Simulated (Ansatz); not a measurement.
# TiSn (model cell, started as NiAs type): the cell at rest

Task: relax TiSn (model cell, started as NiAs type) tightly.

Method: DFT PBEsol, scalar-relativistic, plane waves, PAW, in Ansatz 0.2.0.

The structure was built from a prototype and need not be the compound's stable phase.

**1. Set-up**

It takes space group P6_3/mmc (No. 194, hexagonal). Conventional cell: a = 3.848 Å, b = 3.848 Å, c = 6.157 Å, α = 90.00°, β = 90.00°, γ = 120.00°. Nearest to Ti lie 6 Sn at 2.70 Å. Sn has 6 Ti at 2.70 Å nearest. Farther neighbours are not listed.

**2. A coarse first look**

A quick single point on a coarse mesh tells whether the cell has a gap and how far it is from rest, which sets the k mesh and smearing that follow.

Input file input.yaml:

```yaml
crystal:
  lattice:
    - [3.84786, 0.0, 0.0]
    - [-1.92393, 3.33235, 0.0]
    - [0.0, 0.0, 6.15658]
  atoms:
    - { symbol: Ti, position: [0.0, 0.0, 0.0] }
    - { symbol: Ti, position: [0.0, 0.0, 0.5] }
    - { symbol: Sn, position: [0.333333, 0.666667, 0.25] }
    - { symbol: Sn, position: [0.666667, 0.333333, 0.75] }
kpoints:
  mp_grid: { grid: [6, 6, 4] }
hamiltonian:
  xc: pbesol
scf:
  occupations: { method: gaussian, width: 0.1 }
output:
  forces: true
  stress: true
  eigenvalues: true
```

Launch:

```console
$ ansatz run input.yaml --threads 4 --pin off --max-ram 7168MiB --backend cpu --events-out ev --progress --plain --runs-dir out
```

Numbers of over 12 decimals in the logs are rounded to 6 here.

Output:

```text
[...]
k-point 0: bands = [... 22 lower, 11.6006, 12.3274, 13.3758, 13.3758, 13.6204, 13.6204, 14.8150, 14.8150, ... 2 higher]
  k-point 1: bands = [... 22 lower, 11.8200, 12.2851, 13.2155, 13.2155, 13.5167, 13.5167, 14.4274, 14.4274, ... 2 higher]
  k-point 2: bands = [... 22 lower, 12.4289, 12.4289, 12.4289, 12.4289, 13.9008, 13.9008, 13.9008, 13.9009, ... 2 higher]
  k-point 20: bands = [... 22 lower, 10.6615, 10.6615, 12.0819, 12.0819, 13.7251, 13.7251, 14.3028, 14.3028, ... 2 higher]
[key lines of the parts left out:]
SCF converged after 7 iterations
Free energy (F): -16847.567894 eV
Fermi energy:    12.968415 eV
P = ⅓ Tr σ = 11.1200 GPa (111.200 kbar)
```

It took 2.9 s on 4 threads of AMD EPYC 7R43, shared host; peak memory 0.44 GiB; 5.3 s of CPU time.

Numbers from this step:

* pressure: 11.12 GPa
* volume per atom: 19.74 Å³
* gap on the k-mesh: 0 eV

The coarse mesh shows no gap and a pressure of 11.1 GPa.

**3. Coarse relaxation**

A rough relaxation comes first, because large forces or stress need no tight tolerances yet.

Edit input.yaml of step 2 so:

```diff
@@ -20 +20,6 @@
   eigenvalues: true
+relax:
+  adjacent_minimum: "off"
+  f_tol: 0.05
+  max_steps: 80
+  cell: { stress_tol: 0.5 }
```

Output:

```text
[...]
Crystal: 4 atoms, lattice volume = 78.942 Å³
Basis set: ecut = 420 eV, 1557 PW (Γ), exchange–correlation on 54×54×90 points (8 copies of the dense FFT grid, shifted against one another)
Bands: 32, of which v1, the nominal top of the filled ones, is band 26 counted from 1 (25 counted from 0)
Symmetry: 24 space group operations
[...]
F+E_penalty+E_count = -16847.88528173 eV   max|allowed force component| = 1.642e-16 eV/Å   (the final SCF, on the basis selected at the relaxed cell)
  cell:  # Å, volume = 85.8523 Å³
    - [3.840619, 0, 0.0]
    - [-1.920309, 3.326073, 0.0]
    - [0, 0.0, 6.720766]
  atoms:
    - { symbol: Ti, position: [0, 0, 0] }
    - { symbol: Ti, position: [0, 0, 0.5] }
    - { symbol: Sn, position: [0.333333, 0.666667, 0.25] }
    - { symbol: Sn, position: [0.666667, 0.333333, 0.750000] }
[key lines of the parts left out:]
SCF converged after 6 iterations
Free energy (F): -16847.885282 eV
Fermi energy:    11.869940 eV
P = ⅓ Tr σ = 0.1217 GPa (1.217 kbar)
```

Elapsed: 16 s, on 4 threads; peak memory 0.47 GiB.

Relaxation path:

| step | energy less that of the first step (eV) | largest force component (eV/Å) | pressure (GPa) | volume (Å³) |
| --- | --- | --- | --- | --- |
| 1 | 0.0000 | 0.0000 | 11.12 | 78.94 |
| 2 | -0.2836 | 0.0000 | 0.09 | 86.66 |
| 3 | -0.3091 | 0.0000 | 0.02 | 86.20 |
| 4 | -0.3138 | 0.0000 | 0.05 | 85.85 |
| 5* | -0.3174 | 0.0000 | 0.12 | 85.85 |

Relaxation steps marked * repeat the geometry before them on a plane-wave basis chosen anew for their cell, so energy and pressure can jump there.

The run keeps the 24 symmetry operations that it works with, so distortions that break them were not tested.

| conventional cell, symmetrised | before | after | change |
| --- | --- | --- | --- |
| a (Å) | 3.848 | 3.841 | -0.2 % |
| b (Å) | 3.848 | 3.841 | -0.2 % |
| c (Å) | 6.157 | 6.721 | +9.2 % |
| volume (Å³/atom) | 19.74 | 21.46 | +8.8 % |

Final coordinates:

```cif
data_structure
_symmetry_space_group_name_H-M 'P 1'
_symmetry_Int_Tables_number 1
_cell_length_a 3.8406
_cell_length_b 3.8406
_cell_length_c 6.7208
_cell_angle_alpha 90.000
_cell_angle_beta 90.000
_cell_angle_gamma 120.000
_cell_volume 85.85
loop_
_atom_site_label
_atom_site_type_symbol
_atom_site_fract_x
_atom_site_fract_y
_atom_site_fract_z
_atom_site_occupancy
Ti1 Ti 0.00000 0.00000 0.00000 1
Ti2 Ti 0.00000 0.00000 0.50000 1
Sn3 Sn 0.33333 0.66667 0.25000 1
Sn4 Sn 0.66667 0.33333 0.75000 1
```

This step gave:

| Item | Value |
| --- | --- |
| pressure | 0.1217 GPa |
| volume per atom | 21.46 Å³ |

In this step the volume went from 19.74 to 21.46 Å³/atom.

**4. Bringing the structure to rest**

The cell and atoms are relaxed, since residual forces and stress would shift the frequencies.

Input file input.yaml:

```yaml
crystal:
  lattice:
    - [3.8406186639, 0.0, 0.0]
    - [-1.920309332, 3.3260733292, 0.0]
    - [0.0, 0.0, 6.7207656243]
  atoms:
    - { symbol: Ti, position: [0.0, 0.0, 0.0] }
    - { symbol: Ti, position: [0.0, 0.0, 0.5] }
    - { symbol: Sn, position: [0.3333333333, 0.6666666667, 0.25] }
    - { symbol: Sn, position: [0.6666666667, 0.3333333333, 0.75] }
kpoints:
  mp_grid: { grid: [12, 12, 6] }
hamiltonian:
  xc: pbesol
scf:
  occupations: { method: gaussian, width: 0.1 }
output:
  forces: true
  stress: true
  eigenvalues: true
  write_density: true
  write_potential: true
  elf: true
  volumetric_format: npy
relax:
  adjacent_minimum: "off"
  f_tol: 0.005
  max_steps: 80
  cell: { stress_tol: 0.05 }
```

Output:

```text
[...]
Crystal: 4 atoms, lattice volume = 85.852 Å³
Basis set: ecut = 420 eV, 1643 PW (Γ), exchange–correlation on 54×54×90 points (8 copies of the dense FFT grid, shifted against one another)
Bands: 32, of which v1, the nominal top of the filled ones, is band 26 counted from 1 (25 counted from 0)
[... 1 set-up line as in the run before ...]
[...]
k-points: 76 of 864
[...]
SCF iter   1: F=—  HF=-16847.916994 eV  |F-HF|=—  |Δ(HF+E_count)|=         —  Δρ=9.15e-3  dr2=8.59e-2  ethr=1.77e-3  ⟨swp⟩=6.0  Hψ=10557  notcnv=0
[...]
SCF iter   7: F=-16847.898420 eV  HF=-16847.898420 eV  |F-HF|=3.57e-9  |Δ(HF+E_count)|=   2.69e-8  Δρ=4.79e-6  dr2=2.13e-8  ethr=1.92e-10  ⟨swp⟩=12.1  Hψ=15841  notcnv=0
SCF 1 converged in 7 iterations: F = -16847.898420 eV  dr2 = 2.13e-8
[...]
relax step   1: F+E_penalty+E_count = -16847.89842036 eV  Δ(F+E_penalty+E_count) = +0.000e0 eV  max|allowed force component| = 9.021e-17 eV/Å  Δτ_max = 0.0000 Å  P = +0.094 GPa  Ω = 85.852 Å³  (7 SCF iters, dr2 threshold 1.00e-7 eV, accepted)
Crystal: 4 atoms, lattice volume = 86.016 Å³
[...]
SCF iter   6: F=-16847.898870 eV  HF=-16847.898870 eV  |F-HF|=4.91e-10  |Δ(HF+E_count)|=   3.40e-9  Δρ=1.22e-6  dr2=1.00e-9  ethr=5.29e-11  ⟨swp⟩=5.8  Hψ=13759  notcnv=0
SCF 2 converged in 6 iterations: F = -16847.898870 eV  dr2 = 1.00e-9
relax step   2: F+E_penalty+E_count = -16847.89887001 eV  Δ(F+E_penalty+E_count) = -4.497e-4 eV  max|allowed force component| = 6.476e-17 eV/Å  Δτ_max = 0.0000 Å  P = -0.180 GPa  Ω = 86.016 Å³  energy of the carried Pulay correction = -3.242e-5 eV  (6 SCF iters, dr2 threshold 2.43e-7 eV, accepted)
Crystal: 4 atoms, lattice volume = 85.824 Å³
[...]
SCF iter   6: F=-16847.899137 eV  HF=-16847.899137 eV  |F-HF|=4.07e-10  |Δ(HF+E_count)|=   2.50e-9  Δρ=9.67e-7  dr2=9.10e-10  ethr=4.32e-11  ⟨swp⟩=5.3  Hψ=13085  notcnv=0
SCF 3 converged in 6 iterations: F = -16847.899137 eV  dr2 = 9.10e-10
relax step   3: F+E_penalty+E_count = -16847.89913695 eV  Δ(F+E_penalty+E_count) = -2.669e-4 eV  max|allowed force component| = 2.313e-17 eV/Å  Δτ_max = 0.0000 Å  P = -0.037 GPa  Ω = 85.824 Å³  energy of the carried Pulay correction = -8.474e-7 eV  (6 SCF iters, dr2 threshold 1.13e-7 eV, accepted)
Basis set: ecut = 420 eV, 1643 PW (Γ), exchange–correlation on 54×54×96 points (8 copies of the dense FFT grid, shifted against one another)
[...]
SCF iter   8: F=-16847.899137 eV  HF=-16847.899137 eV  |F-HF|=3.64e-12  |Δ(HF+E_count)|=  3.64e-12  Δρ=2.76e-9  dr2=8.56e-15  ethr=1.00e-12  ⟨swp⟩=3.0  Hψ=7750  notcnv=0
SCF 4 converged in 8 iterations: F = -16847.899137 eV  dr2 = 8.56e-15
relax step   4: F+E_penalty+E_count = -16847.89913741 eV  Δ(F+E_penalty+E_count) = -4.556e-7 eV  max|allowed force component| = 9.252e-18 eV/Å  Δτ_max = 0.0000 Å  P = -0.037 GPa  Ω = 85.824 Å³  stress off target by 4.58e-2 GPa  SCF on the basis re-selected at this cell (its energy is not comparable with the rows above)  (8 SCF iters)
[...]
SCF converged after 8 iterations
Free energy (F): -16847.899137 eV
[...]
Internal energy: -16847.887769 eV  (E = F + TS)
E sigma→0 (E₀):  -16847.893453 eV
Entropy (-TS):   -0.011368 eV (-2.842 meV/atom)
Fermi energy:    11.904188 eV
[...]
--- Stress (GPa, compression-positive) ---
       -0.045764      -0.000000       0.000000
       -0.000000      -0.045764       0.000000
        0.000000       0.000000      -0.018585
  P = ⅓ Tr σ = -0.0367 GPa (-0.367 kbar)
--- Band table (eV; the first three rows and the last of 76) ---
  k-point 0: bands = [... 22 lower, 10.8326, 11.1944, 12.2942, 12.2942, 12.3148, 12.3148, 13.1885, 13.1885, ... 2 higher]
  k-point 1: bands = [... 22 lower, 10.9078, 11.0943, 12.1682, 12.1682, 12.3546, 12.3546, 13.0751, 13.0751, ... 2 higher]
  k-point 2: bands = [... 22 lower, 11.1254, 11.1254, 11.8443, 11.8443, 12.4689, 12.4689, 12.8557, 12.8557, ... 2 higher]
  k-point 75: bands = [... 22 lower, 9.3819, 9.3819, 10.6218, 10.6218, 12.3126, 12.3126, 13.1810, 13.1810, ... 2 higher]
--- Relaxed structure (3 steps of the walk, 3 accepted, 1 SCFs on fresh bases) ---
[...]
cell:  # Å, volume = 85.8240 Å³
    - [3.825148, 2.8751280314552876e-11, 0]
    - [-1.912574, 3.312675, -2.3047288963703397e-19]
    - [0, -4.657005786424412e-19, 6.773006]
  atoms:
    - { symbol: Ti, position: [0, 0, 0] }
    - { symbol: Ti, position: [0, 0, 0.5] }
    - { symbol: Sn, position: [0.333333, 0.666667, 0.25] }
    - { symbol: Sn, position: [0.666667, 0.333333, 0.75] }
```

Run time: 33 s. Hardware: 4 threads; peak memory 0.57 GiB; 70 s of CPU time.

Step by step:

| step | energy less that of the first step (eV) | largest force component (eV/Å) | pressure (GPa) | volume (Å³) |
| --- | --- | --- | --- | --- |
| 1 | 0.0000 | 0.0000 | 0.09 | 85.85 |
| 2 | -0.0004 | 0.0000 | -0.18 | 86.02 |
| 3 | -0.0007 | 0.0000 | -0.04 | 85.82 |
| 4* | -0.0007 | 0.0000 | -0.04 | 85.82 |

Relaxation steps marked * repeat the geometry before them on a plane-wave basis chosen anew for their cell, so energy and pressure can jump there.

Forces are held to the 24 operations that the run works with; a distortion that breaks them can't arise in this run.

| conventional cell, symmetrised | before | after | change |
| --- | --- | --- | --- |
| a (Å) | 3.841 | 3.825 | -0.4 % |
| b (Å) | 3.841 | 3.825 | -0.4 % |
| c (Å) | 6.721 | 6.773 | +0.8 % |
| volume (Å³/atom) | 21.46 | 21.46 | -0.0 % |

Numbers from this step:

```yaml
pressure: -0.03670 GPa
```

ELF in the ac plane at fractional y = 1.000, with atoms of Ti within 0.2 Å of it. It is the smooth field of the valence electrons, not physical close to the nuclei.

Ten even steps from '0' (0.05) to '9' (0.61), each cell a mean:
```
37931356521596
99621467631389
54224677763135
11246666676421
34677655567754
67887544567887
55787554567865
12357655676522
33125776764223
98512577641268
58931356521597
05940256411693
37931356521596
99621467631389
54224677763135
11246666676421
34677655567754
67887544567887
55787554567865
12357655676522
33125776764223
98512577641268
58931356521597
05940256411693
```
Columns run along a (3.8 Å), rows up along c (6.8 Å). Atoms in or near the plane, at fractional coordinates: Ti at (0.00, 0.00), Ti at (0.00, 0.50).

Valence density in the ac plane at fractional y = 1.000, with atoms of Ti within 0.2 Å of it. It is the smooth field of the valence electrons, not physical close to the nuclei.

Ten even steps from '0' (0.12 × 1e0 e/Å³) to '9' (9.90 × 1e0 e/Å³), each cell a mean:
```
86200000000047
43100000000013
10000000000000
00000000000000
00000000000000
00000000000000
00000000000000
00000000000000
00000000000000
32000000000012
86200000000036
98300000000158
86200000000047
43100000000013
10000000000000
00000000000000
00000000000000
00000000000000
00000000000000
00000000000000
00000000000000
32000000000012
86200000000036
98300000000158
```
Columns run along a (3.8 Å), rows up along c (6.8 Å). Atoms in or near the plane, at fractional coordinates: Ti at (0.00, 0.00), Ti at (0.00, 0.50).

Electrostatic potential energy in the ac plane at fractional y = 1.000, with atoms of Ti within 0.2 Å of it. With pseudopotentials it is smooth inside the atoms' cores, unlike the true potential.

Ten even steps from '0' (-27 eV) to '9' (14 eV), each cell a mean:
```
00158999997410
01368999998521
44689999999864
88899988999988
99999888899999
99999877889999
99999887889999
88999988899998
56789999999875
12478999998632
00258999997410
00148999997300
00158999997410
01368999998521
44689999999864
88899988999988
99999888899999
99999877889999
99999887889999
88999988899998
56789999999875
12478999998632
00258999997410
00148999997300
```
Columns run along a (3.8 Å; values clipped at the 3rd and 97th percentile), rows up along c (6.8 Å). Atoms in or near the plane, at fractional coordinates: Ti at (0.00, 0.00), Ti at (0.00, 0.50).

In this step the volume went from 21.46 to 21.46 Å³/atom.

**5. Tight relaxation**

Phonons need a cell at rest on their own settings, so the relaxation is repeated with tight tolerances on forces and stress, using the mesh and the filling of the phonon run that follows.

Input file input.yaml:

```yaml
crystal:
  lattice:
    - [3.8251477619, 0.0, 0.0]
    - [-1.912573881, 3.312675135, 0.0]
    - [0.0, 0.0, 6.7730063732]
  atoms:
    - { symbol: Ti, position: [0.0, 0.0, 0.0] }
    - { symbol: Ti, position: [0.0, 0.0, 0.5] }
    - { symbol: Sn, position: [0.3333333333, 0.6666666667, 0.25] }
    - { symbol: Sn, position: [0.6666666667, 0.3333333333, 0.75] }
kpoints:
  mp_grid: { grid: [12, 12, 6] }
hamiltonian:
  xc: pbesol
scf:
  occupations: { method: methfessel_paxton, width: 0.15 }
output:
  forces: true
  stress: true
  eigenvalues: true
relax:
  adjacent_minimum: "off"
  f_tol: 0.001
  max_steps: 60
  cell: { stress_tol: 0.01 }
```

Output:

```text
[...]
Crystal: 4 atoms, lattice volume = 85.824 Å³
Basis set: ecut = 420 eV, 1643 PW (Γ), exchange–correlation on 54×54×96 points (8 copies of the dense FFT grid, shifted against one another)
Bands: 32, of which v1, the nominal top of the filled ones, is band 26 counted from 1 (25 counted from 0)
[... 1 set-up line as in the run before ...]
[...]
k-points: 76 of 864
[...]
--- Relaxed structure (4 steps of the walk, 3 accepted, 1 SCFs on fresh bases) ---
[...]
cell:  # Å, volume = 85.7924 Å³
    - [3.826143, 2.887506718606757e-11, 0.0]
    - [-1.913071, 3.313537, 0.0]
    - [0.0, 0.0, 6.766992]
  atoms:
    - { symbol: Ti, position: [0, 0, 0] }
    - { symbol: Ti, position: [0, 0, 0.5] }
    - { symbol: Sn, position: [0.333333, 0.666667, 0.25] }
    - { symbol: Sn, position: [0.666667, 0.333333, 0.750000] }
[key lines of the parts left out:]
SCF converged after 5 iterations
Free energy (F): -16847.892269 eV
Fermi energy:    11.917409 eV
P = ⅓ Tr σ = 0.0062 GPa (0.062 kbar)
```

The job ended after 32 s (4 threads; peak memory 0.58 GiB).

Little changed from the start: no atom moved by 0.005 Å and no cell edge by 0.1 %.

Numbers from this step:

```
pressure        : 0.006188 GPa
volume per atom : 21.45 Å³
```

The forces vanish by symmetry and the pressure is 0.006 GPa, within the tolerances set. The cell now holds 21.45 Å³/atom.

**6. Results**

```
space group after relaxation (within 0.01 Å) : P6_3/mmc
lattice constant a                           : 3.826 Å
lattice constant b                           : 3.826 Å
lattice constant c                           : 6.767 Å
volume per atom                              : 21.4 Å³
```

The forces vanish by symmetry and the pressure is 0.006 GPa, within the tolerances set. The cell now holds 21.45 Å³/atom. The relaxation keeps the symmetry of its start, so it says nothing on stability against lower symmetry. Spin-orbit coupling is left out, which can matter for the heavy elements here. The starting cell was built on a prototype and not taken from a measurement, so the phase need not exist.

[Logs are printed without paths, hosts, clocks, repeated set-up lines and the standing remarks that a program may print on its own settings, such as how far it seeks lower states.]

[Hosts, paths, dates, database ids (printed as entryN), source tags and the programs' standing remarks are cut or masked in the printed files.]
